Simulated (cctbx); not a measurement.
# Diagnosing a refinement

Cell a = 4.8720 Å, b = 4.8720 Å, c = 4.8720 Å, α = 90.00°, β = 90.00°, γ = 90.00°; space group Pm-3m (no. 221). The compound is EuMoS3.

The data are simulated with cctbx, not measured: Mo Kα, λ = 0.71073 Å, to d = 0.84 Å, 50 % of the full sphere, strongest reflection 5000 counts, noise from counting, a 3 % proportional error and a noise floor of 2 counts (s.d.); no absorption.

An anisotropic refinement with weights 1/σ² prints:

```text
Rint 0.032, 36 unique reflections to 0.85 A
cycle     R1     wR2    GooF  max shift (A)
   1  0.0358  0.0839   5.139   0.00000
   2  0.0136  0.0305   1.866   0.00000
final R1 0.0136 wR2 0.0305 GooF 1.866  parameters 4  data/parameter 9.0
atom        x        y        z      Ueq    occ   su(xyz)  su(Uiso or U11)
Eu1    0.00000  0.00000  0.00000   0.0029  1.000  0.00000  0.0004
Mo1    0.50000  0.50000  0.50000   0.0085  1.000  0.00000  0.0005
S1     0.50000  0.00000  0.50000   0.0035  1.000  0.00000  0.0008
difference map: max 0.62 min -1.03 rms 0.14
Q1    0.0000  0.0000  0.0000    1    0.62  0.00 A from Eu1
Q2    0.0000  0.0000  0.5000    3    0.41  2.44 A from S1
Q3    0.0000  0.5000  0.5000    3    0.26  0.00 A from S1
Q4    0.3634  0.3634  0.3634    8    0.22  1.15 A from Mo1
Q5    0.2917  0.5000  0.5000    6    0.21  1.01 A from Mo1
Q6    0.0000  0.1632  0.3349   24    0.15  1.82 A from Eu1
```

Q: Accept it or mend it, and why?

Mend it. The fault: anomalous dispersion left out. Against the right model at the same level, R1 goes from 0.0072 to 0.0136 and GooF from 0.95 to 1.87, U of Mo1 swells from 0.0043 to 0.0085 Å² and a hole of -1.0 e/Å³ opens. No atom is wrong: without f′ and f″ the atoms near an edge get the wrong scattering power, which U and the scale absorb. The signs are weak, and the output alone doesn't single this fault out.

The compound is EuMoS3. The right model at the same level gives:

```text
Rint 0.032, 36 unique reflections to 0.85 A
cycle     R1     wR2    GooF  max shift (A)
   1  0.0073  0.0155   0.952   0.00000
final R1 0.0072 wR2 0.0155 GooF 0.949  parameters 4  data/parameter 9.0
atom        x        y        z      Ueq    occ   su(xyz)  su(Uiso or U11)
Eu1    0.00000  0.00000  0.00000   0.0033  1.000  0.00000  0.0002
Mo1    0.50000  0.50000  0.50000   0.0043  1.000  0.00000  0.0002
S1     0.50000  0.00000  0.50000   0.0049  1.000  0.00000  0.0004
difference map: max 0.28 min -0.28 rms 0.07
Q1    0.0000  0.0000  0.4276    6    0.28  2.08 A from Eu1
Q2    0.0000  0.0000  0.0000    1    0.19  0.00 A from Eu1
Q3    0.3107  0.5000  0.5000    6    0.14  0.92 A from Mo1
Q4    0.0000  0.5000  0.5000    3    0.13  0.00 A from S1
Q5    0.3521  0.3521  0.3521    8    0.12  1.25 A from Mo1
Q6    0.5000  0.5000  0.5000    1    0.11  0.00 A from Mo1
```

The model is made up (kin elements in a known structure type, no relaxation), so it says nothing on whether the phase exists.

[Middle refinement cycles are left out of these outputs.]

[Logs are printed without paths, hosts, clocks, repeated set-up lines and the standing remarks that a program may print on its own settings, such as how far it seeks lower states.]
